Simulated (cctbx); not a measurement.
# What is wrong with this refinement?

Cell a = 7.2540 Å, b = 6.3080 Å, c = 6.0140 Å, α = 90.00°, β = 90.00°, γ = 90.00°; space group Pmn2_1 (no. 31). The compound is FeCo2SiS4.

Simulated single-crystal data (cctbx): Ag Kα, λ = 0.56087 Å, to d = 0.65 Å, 50 % of the full sphere, strongest reflection 70000 counts, noise from counting, a 3 % proportional error and a noise floor of 15 counts (s.d.); no absorption.

An anisotropic refinement with weights 1/σ² prints:

```text
Rint 0.026, 1007 unique reflections to 0.65 A
cycle     R1     wR2    GooF  max shift (A)
   1  0.1077  0.2593   5.199   0.10323
   3  0.0308  0.0680   1.364   0.00000
final R1 0.0308 wR2 0.0680 GooF 1.364  parameters 42  data/parameter 24.0
atom        x        y        z      Ueq    occ   su(xyz)  su(Uiso or U11)
Co1    0.25583  0.31978  0.99900   0.0259  1.000  0.00015  0.0003
Fe1    0.00000  0.15535  0.47962   0.0191  1.000  0.00026  0.0003
S1     0.25412  0.32325  0.36815   0.0365  1.000  0.00021  0.0005
S2     0.00000  0.13848  0.87140   0.0250  1.000  0.00026  0.0006
S3     0.00000  0.82916  0.35420   0.0402  1.000  0.00032  0.0009
Si1    0.00000  0.82922  0.99619   0.0452  1.000  0.00085  0.0009
Flack x: 0.99(4)
Hooft y: 1.004(35)  Bijvoet pairs: 412
difference map: max 0.46 min -0.50 rms 0.11
Q1    0.0000  0.8967  0.7198    2    0.47  1.72 A from Si1
Q2    0.0000  0.4110  0.4570    2    0.46  1.62 A from Fe1
Q3    0.1247  0.4563  0.4763    4    0.45  1.42 A from S1
Q4    0.0917  0.8937  0.4949    4    0.44  1.15 A from S3
Q5    0.0000  0.6139  0.6290    2    0.40  1.98 A from Co1
Q6    0.0000  0.6129  0.3232    2    0.40  1.38 A from S3
```

**Question.** Can this result stand? If not, what is the likely fault?

Mend it. The fault: the structure inverted. Against the right model at the same level, R1 goes from 0.0212 to 0.0308 and GooF from 0.93 to 1.36. Only the Bijvoet differences see the inversion, so R1 moves little while x goes to 1 − x. Flack x = 0.99 with s.u. 0.04: x is within 3 s.u. of 1: the model is inverted.

The compound is FeCo2SiS4. The right model at the same level gives:

```text
Rint 0.026, 1007 unique reflections to 0.65 A
cycle     R1     wR2    GooF  max shift (A)
   1  0.1054  0.2558   5.129   0.10582
   3  0.0212  0.0464   0.930   0.00000
final R1 0.0212 wR2 0.0464 GooF 0.930  parameters 42  data/parameter 24.0
atom        x        y        z      Ueq    occ   su(xyz)  su(Uiso or U11)
Co1    0.74420  0.68021  1.00092   0.0260  1.000  0.00010  0.0002
Fe1    0.00000  0.84455  0.52062   0.0191  1.000  0.00017  0.0002
S1     0.74591  0.67689  0.63159   0.0362  1.000  0.00014  0.0004
S2     0.00000  0.86152  0.12866   0.0248  1.000  0.00017  0.0004
S3     0.00000  0.17067  0.64590   0.0405  1.000  0.00022  0.0006
Si1    0.00000  0.17089  1.00339   0.0443  1.000  0.00054  0.0006
Flack x: 0.01(4)
Hooft y: -0.000(35)  Bijvoet pairs: 412
difference map: max 0.42 min -0.50 rms 0.10
Q1    0.0000  0.1012  0.2783    2    0.43  1.71 A from Si1
Q2    0.0000  0.3879  0.3685    2    0.42  1.99 A from Co1
Q3    0.0000  0.6030  0.5397    2    0.41  1.53 A from Fe1
Q4    0.0928  0.1056  0.5101    4    0.40  1.14 A from S3
Q5    0.0000  0.3848  0.6727    2    0.40  1.36 A from S3
Q6    0.1259  0.5418  0.5235    4    0.38  1.42 A from S1
```

Isotropic U is held between 0.0001 and 1 Å² by the program, and listed peak heights are interpolated, so they can pass the grid's maximum.

The model was made for the exercise: a known structure type with other elements put in, its volume estimated, not relaxed; displacement parameters are assumed.

[Middle refinement cycles are left out of these outputs.]

[Logs are printed without paths, hosts, clocks, repeated set-up lines and the standing remarks that a program may print on its own settings, such as how far it seeks lower states.]
